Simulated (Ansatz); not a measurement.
# Surface energy of TaN(210) slab (28 atoms)

What is the surface energy of this cell, counted against the bulk crystal, and how far does it hang on functional and mesh?

Calculated with Ansatz 0.2.0: Kohn-Sham DFT, PBE, PAW (set soft_2), plane waves; cutoff 420 eV, fermi-dirac smearing of 0.1 eV. Cutoffs: 420 eV for PBE and PBEsol; 500 eV for r2SCAN.

**The cells**

The cell holds 28 atoms: 14 Ta and 14 N. Cell: a = 4.420 Å, b = 5.413 Å, c = 27.848 Å, α = 90.0°, β = 90.0°, γ = 65.9°. It derives from TaN. The starting structure: Slab of TaN cut on (2 1 0), 12.8 Å thick, 1 x 1 surface cells, both faces free, 15 Å of vacuum; not relaxed. Lattice constants are starting values near those of PBE. Vacuum lies along c.

The bulk reference is Ta4N4 in a cell of 8 atoms, 10.794 Å³ an atom.

The input of the single point on the relaxed cell:

```yaml
crystal:
  lattice:
    - [4.42, 0.0, 0.0]
    - [2.21, 4.94171, 0.0]
    - [0.0, 0.0, 27.84845]
  atoms:
    - { symbol: Ta, position: [0.92006, 0.1758, 0.27855] }
    - { symbol: "N", position: [0.41922, 0.17969, 0.27013] }
    - { symbol: Ta, position: [0.23238, 0.55066, 0.30637] }
    - { symbol: "N", position: [0.72021, 0.57619, 0.29528] }
    [... 22 atom lines left out ...]
    - { symbol: Ta, position: [0.77994, 0.4242, 0.72145] }
    - { symbol: "N", position: [0.28078, 0.42031, 0.72987] }
kpoints:
  mp_grid: { grid: [9, 7, 1] }
hamiltonian:
  xc: pbe
scf:
  occupations: { method: fermi_dirac, width: 0.1 }
output:
  forces: true
  populations: true
  dos:
    method: { smearing: { sigma: 0.08 } }
    de: 0.1
    projected: { site_lists: { "N": ["N"], Ta: [Ta] } }
  eigenvalues: true
  write_density: true
  write_potential: true
  volumetric_format: npy
```

| cell | formula | k-mesh | relaxation steps | gain on relaxing (eV) | free energy, PBE (eV) | time of its runs on this page |
| --- | --- | --- | --- | --- | --- | --- |
| TaN(210) slab | Ta14N14 | 9×7×1 (relaxed on 6×5×1) | 14 | 2.69 | -144447.852 | 69 s |
| bulk TaN | Ta4N4 | 12×12×12 | 1 | - | -41271.719 | 27 s |

**Surface energy**

The excess is the cell's free energy less 3.5 times that of the bulk cell. It is divided by twice the area, as the cell holds two faces, so the value is their mean, and they need not be alike (21.84 Å²), with 1 eV/Å² = 16.022 J/m².

| level | k-mesh | excess (eV) | surface energy (J/m²) | per area (meV/Å²) |
| --- | --- | --- | --- | --- |
| PBE | 9×7×1 | 3.165 | 1.161 | 72.5 |
| PBE, denser mesh | 11×9×1 | 3.167 | 1.162 | 72.5 |
| r2SCAN | 9×7×1 | 3.173 | 1.164 | 72.6 |
| PBEsol | 9×7×1 | 4.370 | 1.603 | 100.0 |

Worked for the first row at PBE: (-144447.852) − 3.5 × (-41271.719) = 3.165 eV (from unrounded energies).

Then 3.165 / (2 × 21.84) × 16.022 = 1.161 J/m².

**Neighbours**

Bonds by pair of elements; cutoffs follow the first minimum of g(r), held within bounds set by covalent radii, and pairs that aren't listed don't count as bonded:

```csv
pair A-B,cutoff (Å),bonds,mean length (Å),spread (Å),shortest (Å),B about A,A about B
N-Ta,2.82,78,2.22,0.069,2.03,5.57,5.57
```

How many atoms have how many bonded neighbours:

| element | mean | 4 | 5 | 6 |
| --- | --- | --- | --- | --- |
| N | 5.57 | 2 | 2 | 10 |
| Ta | 5.57 | 2 | 2 | 10 |

**Findings**

At PBE the surface energy is 1.16 J/m². At the same geometries the levels give 1.16 (PBE) to 1.60 J/m² (PBEsol) and the denser mesh leaves it within 0.01 J/m². Relaxing the atoms lowered it by 0.986 J/m² from the start (on the 6×5×1 mesh of the relaxation), and the farthest atom moved 0.37 Å. By these cutoffs 4 of 14 N atoms differ from the commonest count of 6 and 4 of 14 Ta atoms differ from the commonest count of 6.

Limits: The cell edges were held, so the lattice is the typed one for every functional. Cell and bulk are sampled on unlike meshes, and the error grows with the number of atoms subtracted. These are free energies under a smearing of 0.1 eV, whose entropy term isn't removed. Spin–orbit coupling is left out, which matters for the levels of the heavy elements. In some runs the program notes that the exchange-correlation potential is rough where the density is thin.

[Logs are printed without paths, hosts, clocks, repeated set-up lines and the standing remarks that a program may print on its own settings, such as how far it seeks lower states.]

[Hosts, paths, dates, database ids (printed as entryN), source tags and the programs' standing remarks are cut or masked in the printed files.]
